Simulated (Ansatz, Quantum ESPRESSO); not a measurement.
# Mo (bcc): bulk modulus from a few volumes

How stiff is bcc Mo under hydrostatic load? Each row relaxes cell and atoms at a set pressure. The phase is followed to these pressures whether or not it stays the stable one.

Calculated with Quantum ESPRESSO 7.5, PBEsol, GBRV 1.5 ultrasoft potentials, cutoff 680 eV, Fermi–Dirac smearing 0.05 eV, k-mesh 19×19×19, no spin polarisation, no spin-orbit coupling.

Reference cell, relaxed at zero pressure with PBEsol (Im-3m): a = 2.7080 Å, b = 2.7080 Å, c = 2.7080 Å, α = 109.47°, β = 109.47°, γ = 109.47°.

```
atom       x       y       z
  Mo  0.0000  0.0000  0.0000
```

```csv
V (Å³/atom),V/V0,P (GPa),E − E0 (meV/atom)
15.5105,1.0147,−3.973,2.4
15.0254,0.9829,4.968,4.5
14.7874,0.9674,9.927,16.0
14.5662,0.9529,14.923,33.6
14.3623,0.9395,19.873,56.2
```

V0 = 15.2864 Å³ an atom, where the residual pressure P0 is −0.025 GPa. **Question.** Fit the Birch–Murnaghan law and give the pressure and the energy at V = 13.9908 Å³ an atom, a row left out above.

With the Eulerian strain f = ½[(V0/V)^(2/3) − 1] and F = (P − P0)/[3f(1 + 2f)^(5/2)], the third-order law is the line F = B0 + (3/2) B0 (B′ − 4) f.

```
       f  F (GPa)
 0.02122   281.66
 0.01635   281.23
 0.01119   280.60
 0.00577   280.11
−0.00483   279.28
```

A straight line through the 5 rows: the means are 0.00994 for f and 280.58 for F, Σ(Δx)² = 0.0004054 and ΣΔxΔy = 0.03753, so the slope is 0.03753/0.0004054 = 92.58 and the intercept 280.58 − (92.58)(0.00994) = 279.66.

Hence B0 = 279.7 GPa and B′ = 4 + (92.6)/(1.5 × 279.7) = 4.22. For the withheld volume f = 0.03041, F = 282.47 GPa and P = 29.84 GPa, an extrapolation past the fitted rows. The run itself gives 29.82 GPa, so the estimate misses by 0.02 GPa, more than the largest misfit of the fitted rows (0.00 GPa).

Integrating the same law gives E − E0 = (9/2) B0 V0 f²[1 + (B′ − 4) f] + P0(V0 − V), with 1 GPa Å³ = 6.2415 meV: 111.6 meV an atom. The run itself gives 114.4 meV, so the estimate misses by 2.8 meV, more than the largest misfit of the fitted rows (2.0 meV).

The same fit over all rows at other levels or in other programs gives B0 = 279 GPa with PBEsol (Ansatz).

[Logs are printed without paths, hosts, clocks, repeated set-up lines and the standing remarks that a program may print on its own settings, such as how far it seeks lower states.]
